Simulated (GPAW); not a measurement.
# Core-hole calculation of the Ni K edge in YNiC2 (Amm2), part 2 of 2

How does the Ni K edge of YNiC2 (Amm2) move when the bonds are compressed or stretched?

GPAW 26.7.0; X-ray absorption from dipole matrix elements to empty bands, plane-wave PAW LDA.

So far. Step 8 (Spectrum with XCH, Ni atom 2): The scaled spectrum changes by 4 % r.m.s. The highest intensity below 24 eV goes from 16.2 eV (1.76) to 16.5 eV (1.75).

### Step 10. Spectrum with XCH, Ni atom 2

Changed against the first core-hole run: volume scale from 1 to 1.06.

The input, xas.py:

```python
import numpy as np
from ase import Atoms
from ase.parallel import parprint, paropen
from gpaw import GPAW, PW, FermiDirac, Mixer, MixerDif, setup_paths
from gpaw.test import gen
setup_paths.insert(0, '.')
gen('Ni', name='fch1s', xcname='LDA', corehole=(1, 0, 1), write_xml=True)
from gpaw.mpi import world
world.barrier()

atoms = Atoms('Y4Ni4C8',
    cell=[[-3.6813302, 4.57356673, 0],
     [3.6813302, 4.57356673, 0],
     [0, 0, -6.09980243]],
    scaled_positions=[[0, 0, 0.99686353],
     [0.25, 0.25, 0.49686353],
     [0.5, 0.5, 0.99686353],
     [0.75, 0.75, 0.49686353],
     [0.75, 0.25, 0.38656791],
     [0, 0.5, 0.88656791],
     [0.25, 0.75, 0.38656791],
     [0.5, 0, 0.88656791],
     [0.67368767, 0.17368767, 0.69678428],
     [0.92368767, 0.42368767, 0.19678428],
     [0.17368767, 0.67368767, 0.69678428],
     [0.42368767, 0.92368767, 0.19678428],
     [0.82631233, 0.32631233, 0.69678428],
     [0.07631233, 0.57631233, 0.19678428],
     [0.32631233, 0.82631233, 0.69678428],
     [0.57631233, 0.07631233, 0.19678428]],
    magmoms=[0.0, 0.0, 0.0, 0.0, 2.0, 2.0, 2.0, 2.0, 0.0, 0.0, 0.0, 0.0, 0.0, 0.0, 0.0, 0.0],
    pbc=True)
atoms.calc = calc = GPAW(legacy_gpaw=True, mode=PW(430), xc='LDA', setups={4: 'fch1s'},
    kpts={'size': (3, 3, 3), 'gamma': True}, occupations=FermiDirac(0.1),
    charge=-1, mixer=MixerDif(0.05, 8, 50), maxiter=150,
    convergence={'density': 0.0001}, txt='scf.txt')
energy = atoms.get_potential_energy() + calc.get_reference_energy()
ef = calc.get_fermi_level()
out = dict(energy=energy, fermi=ef, forces=atoms.get_forces().tolist(), magmoms=atoms.get_magnetic_moments().tolist())
parprint(f'all-electron energy {energy:.4f} eV, Fermi level {ef:.4f} eV')
ev = np.array([[calc.get_eigenvalues(k, s) for k in range(len(calc.get_ibz_k_points()))] for s in range(calc.get_number_of_spins())])
out['homo'], out['lumo'], out['counts'] = ev[ev < ef].max(), ev[ev > ef].min(), sorted(set((ev < ef).sum((0, 2)).tolist()))
out['filled'] = (ev[:, 0] < ef).sum(1).tolist()

from ase.units import Ha
from gpaw.xas import dipole_matrix_elements
nb = int(calc.get_number_of_electrons() / 2) + 165
top, nb = nb, nb + 8 + nb // 12
nscf = calc.fixed_density(kpts={'size': (3, 3, 3), 'gamma': True}, nbands=nb,
    convergence={'bands': top, 'eigenstates': 1e-5}, maxiter=60, txt='nscf.txt')
cell = atoms.cell.array
ops = [cell.T @ U.T @ np.linalg.inv(cell.T) for U in nscf.wfs.kd.symmetry.op_scc]
E = np.arange(-6, 34, 0.1)
fwhm = np.interp(E, [4, 25], [1.44, 3.5])
Y, X, zero, highest = 0, 0, 1e9, 1e9
for spin in range(nscf.get_number_of_spins()):
    wfs = nscf.wfs
    A = dipole_matrix_elements(wfs.setups[4])
    eps = np.zeros((wfs.kd.nibzkpts, nb))
    d = np.zeros((3, A.shape[1], wfs.kd.nibzkpts, nb), complex)
    for kpt in wfs.kpt_u:
        if kpt.s == spin and 4 in kpt.P_ani:
            eps[kpt.k] = kpt.eps_n * Ha
            d[:, :, kpt.k] = (kpt.weight * wfs.nspins / 2) ** 0.5 * np.inner(A, kpt.P_ani[4])
    world.sum(eps)
    world.sum(d)
    T = np.einsum('amkn,bmkn->abkn', d, d.conj()).real
    T = sum(np.einsum('ai,ijkn,bj->abkn', R, T, R) for R in ops) / len(ops)
    empty = eps > ef
    zero, highest = min(zero, eps[empty].min()), min(highest, eps[:, top - 1].min())
    lines = [(eps, T, empty)] if spin == 0 else lines + [(eps, T, empty)]
for eps, T, empty in lines:
    f = np.einsum('aakn->akn', T).reshape(3, -1)
    x = eps.ravel() - zero
    w = np.interp(x, E, fwhm) / 2.35482
    g = np.exp(-0.5 * ((E[:, None] - x) / w) ** 2) / (w * (2 * np.pi) ** 0.5)
    Y = Y + (f * empty.ravel()) @ g.T
    X = X + (f * ~empty.ravel()) @ g.T
out.update(E=E.round(2).tolist(), xas=Y.tolist(), xes=X.tolist(), zero=zero, valid=highest - zero, nk=len(eps), nb=nb)
for i in range(0, len(E), 10):
    parprint(f'{E[i]:7.2f}', *(f'{v:10.3e}' for v in Y[:, i]))
import json
with paropen('out.json', 'w') as f:
    json.dump(out, f)
```

Launch:

```console
$ OMP_NUM_THREADS=1 mpirun -n 2 gpaw python xas.py
```

It took 9.4 min on 2 MPI ranks of Arm Neoverse V1, shared host; peak memory 0.79 GiB.

| E (eV) | first run | this run |
| --- | --- | --- |
| -2.0 | 0.00 | 0.00 |
| -1.0 | 0.02 | 0.02 |
| 0.0 | 0.22 | 0.21 |
| 1.0 | 0.37 | 0.35 |
| 2.0 | 0.34 | 0.32 |
| 3.0 | 0.35 | 0.33 |
| 4.0 | 0.37 | 0.38 |
| 5.0 | 0.56 | 0.56 |
| 6.0 | 0.62 | 0.53 |
| 7.0 | 0.43 | 0.42 |
| 8.0 | 0.56 | 0.71 |
| 9.0 | 0.94 | 1.07 |
| 10.0 | 1.27 | 1.34 |
| 11.0 | 1.48 | 1.47 |
| 12.0 | 1.52 | 1.42 |
| 13.0 | 1.43 | 1.38 |
| 14.0 | 1.39 | 1.48 |
| 15.0 | 1.56 | 1.74 |
| 16.0 | 1.76 | 1.73 |
| 17.0 | 1.64 | 1.44 |
| 18.0 | 1.38 | 1.27 |
| 19.0 | 1.27 | 1.26 |
| 20.0 | 1.27 | 1.28 |
| 21.0 | 1.30 | 1.32 |
| 22.0 | 1.34 | 1.35 |
| 23.0 | 1.39 | 1.37 |
| 24.0 | 1.43 | 1.35 |
| 25.0 | 1.41 | 1.29 |
| 26.0 | 1.36 | 1.23 |
| 27.0 | 1.28 | 1.18 |
| 28.0 | 1.21 | 1.17 |
| 29.0 | 1.18 | 1.19 |
| 30.0 | 1.18 | 1.23 |
| 31.0 | 1.22 | 1.22 |
| 32.0 | 1.25 | 1.15 |

Against the first run the r.m.s. difference is 7 %. The highest intensity below 24 eV goes from 16.2 eV (1.76) to 15.5 eV (1.79).

The photon energy of the zero moves by -0.12 eV.

### Step 11. The volumes side by side

| volume | nearest distance (Å) | shift of the zero (eV) | maximum 1 (eV above own zero) | maximum 2 (eV above own zero) | maximum 3 (eV above own zero) | maximum 4 (eV above own zero) |
| --- | --- | --- | --- | --- | --- | --- |
| 0.94 | 1.889 | +0.12 | 6.0 | 12.4 | 16.9 | 25.7 |
| 0.97 | 1.908 | +0.06 | 5.9 | 12.0 | 16.5 | 25.0 |
| 1 | 1.928 | +0.00 | 5.7 | 11.7 | 16.2 | 24.3 |
| 1.06 | 1.966 | -0.12 | 5.4 | 11.1 | 15.5 | 23.1 |

The curves, each shifted by its zero's change so that they share one photon-energy axis, counted from the zero at V × 1:

| E (eV) | V × 0.94 | V × 0.97 | V × 1 | V × 1.06 |
| --- | --- | --- | --- | --- |
| -2.0 | 0.00 | 0.00 | 0.00 | 0.00 |
| -1.0 | 0.01 | 0.02 | 0.02 | 0.03 |
| 0.0 | 0.19 | 0.20 | 0.22 | 0.24 |
| 1.0 | 0.38 | 0.37 | 0.37 | 0.35 |
| 2.0 | 0.36 | 0.35 | 0.34 | 0.32 |
| 3.0 | 0.37 | 0.36 | 0.35 | 0.32 |
| 4.0 | 0.36 | 0.36 | 0.37 | 0.40 |
| 5.0 | 0.50 | 0.53 | 0.56 | 0.58 |
| 6.0 | 0.68 | 0.66 | 0.62 | 0.51 |
| 7.0 | 0.56 | 0.48 | 0.43 | 0.43 |
| 8.0 | 0.42 | 0.47 | 0.56 | 0.76 |
| 9.0 | 0.71 | 0.83 | 0.94 | 1.11 |
| 10.0 | 1.09 | 1.18 | 1.27 | 1.37 |
| 11.0 | 1.40 | 1.45 | 1.48 | 1.47 |
| 12.0 | 1.56 | 1.56 | 1.52 | 1.42 |
| 13.0 | 1.56 | 1.49 | 1.43 | 1.38 |
| 14.0 | 1.44 | 1.40 | 1.39 | 1.51 |
| 15.0 | 1.40 | 1.45 | 1.56 | 1.76 |
| 16.0 | 1.57 | 1.68 | 1.76 | 1.70 |
| 17.0 | 1.73 | 1.72 | 1.64 | 1.41 |
| 18.0 | 1.60 | 1.49 | 1.38 | 1.26 |
| 19.0 | 1.37 | 1.31 | 1.27 | 1.26 |
| 20.0 | 1.27 | 1.26 | 1.27 | 1.29 |
| 21.0 | 1.27 | 1.28 | 1.30 | 1.32 |
| 22.0 | 1.29 | 1.32 | 1.34 | 1.35 |
| 23.0 | 1.34 | 1.38 | 1.39 | 1.37 |
| 24.0 | 1.41 | 1.43 | 1.43 | 1.35 |
| 25.0 | 1.48 | 1.46 | 1.41 | 1.29 |
| 26.0 | 1.50 | 1.44 | 1.36 | 1.22 |
| 27.0 | 1.45 | 1.36 | 1.28 | 1.18 |
| 28.0 | 1.36 | 1.28 | 1.21 | 1.17 |
| 29.0 | 1.27 | 1.21 | 1.18 | 1.20 |
| 30.0 | 1.20 | 1.17 | 1.18 | 1.23 |
| 31.0 | 1.17 | 1.18 | 1.22 | 1.22 |
| 32.0 | 1.19 | 1.23 | 1.25 | 1.14 |

### Step 12. Summary of results

```json
{
  "absorber and edge": "Ni K, atom 2 of the ground-state input (counted from 1)",
  "surroundings": "2 C at 1.93 Å and 2 C at 1.98 Å (4-fold, site symmetry mm2)",
  "highest intensity below 24 eV": "16.2 eV above the zero, height 1.76",
  "photon energy of the zero (spin-polarised hole, raw)": "8312.7 eV (LDA puts this hole about 18 eV below PBE, itself good to a few eV)"
}
```

From V × 0.94 to V × 1.06 the nearest distance grows by 0.077 Å and the zero moves by -0.24 eV. Above their own zero, the maxima move from 6.0 to 5.4 eV, from 12.4 to 11.1 eV, from 16.9 to 15.5 eV and from 25.7 to 23.1 eV. The one highest in energy moves most, in the direction that the rule ΔE·R² ≈ constant for scattering resonances gives. The Ni K edge of atom 2, with 2 C at 1.93 Å and 2 C at 1.98 Å (4-fold, site symmetry mm2), has its highest intensity of the first 24 eV at 16.2 eV above the zero, near 8329 eV in photon energy (LDA puts this hole about 18 eV below PBE, itself good to a few eV), 1.8 times the mean level of the first 20 eV (Gaussian full width 1.44 eV up to 4 eV, rising linearly to 3.5 eV at 25 eV). At the Ni K edge of atom 2 polarisation matters most near 9.7 eV, where the curves differ by 2.2 on this scale. The strongest dipole feature below the main edge lies at 5.7 eV (height 0.64); the site lacks an inversion centre, which allows local p–d mixing besides the mixing with the neighbours' empty states; the run doesn't separate the two. The hole lies in one spin channel, while the script sums the empty states of both and takes the lower zero; where the two channels are split, this blurs and shifts the curve. Quadrupole 1s→3d transitions, which feed the pre-edge, are not in the dipole spectrum. The starting moments shrank to 0.00 μB or less, so this is hardly a magnetic state. The holes are only 5.8 Å apart, so the shape is probably not converged with cell size; no larger cell was run here. The mesh is coarse (0.37 Å⁻¹ between points), so small maxima may be mesh ripples. Lifetime broadening is put in by hand, and intensities beyond about 20 eV depend on it and on the partial waves. The structure is a computed Materials Project entry and may be a hypothetical form.

[Logs are printed without paths, hosts, clocks, repeated set-up lines and the standing remarks that a program may print on its own settings, such as how far it seeks lower states.]

[Hosts, paths, dates, database ids (printed as entryN), source tags and the programs' standing remarks are cut or masked in the printed files.]

[Lists of maxima count a maximum above −3 eV only where it reaches 4 % of the highest in the window and stands out from its surroundings by 2 % of it (1.5 % where it reaches 55 %); shoulders and weaker maxima are passed over, and of the rest the first, up to two pre-edge ones and the few strongest are named.]
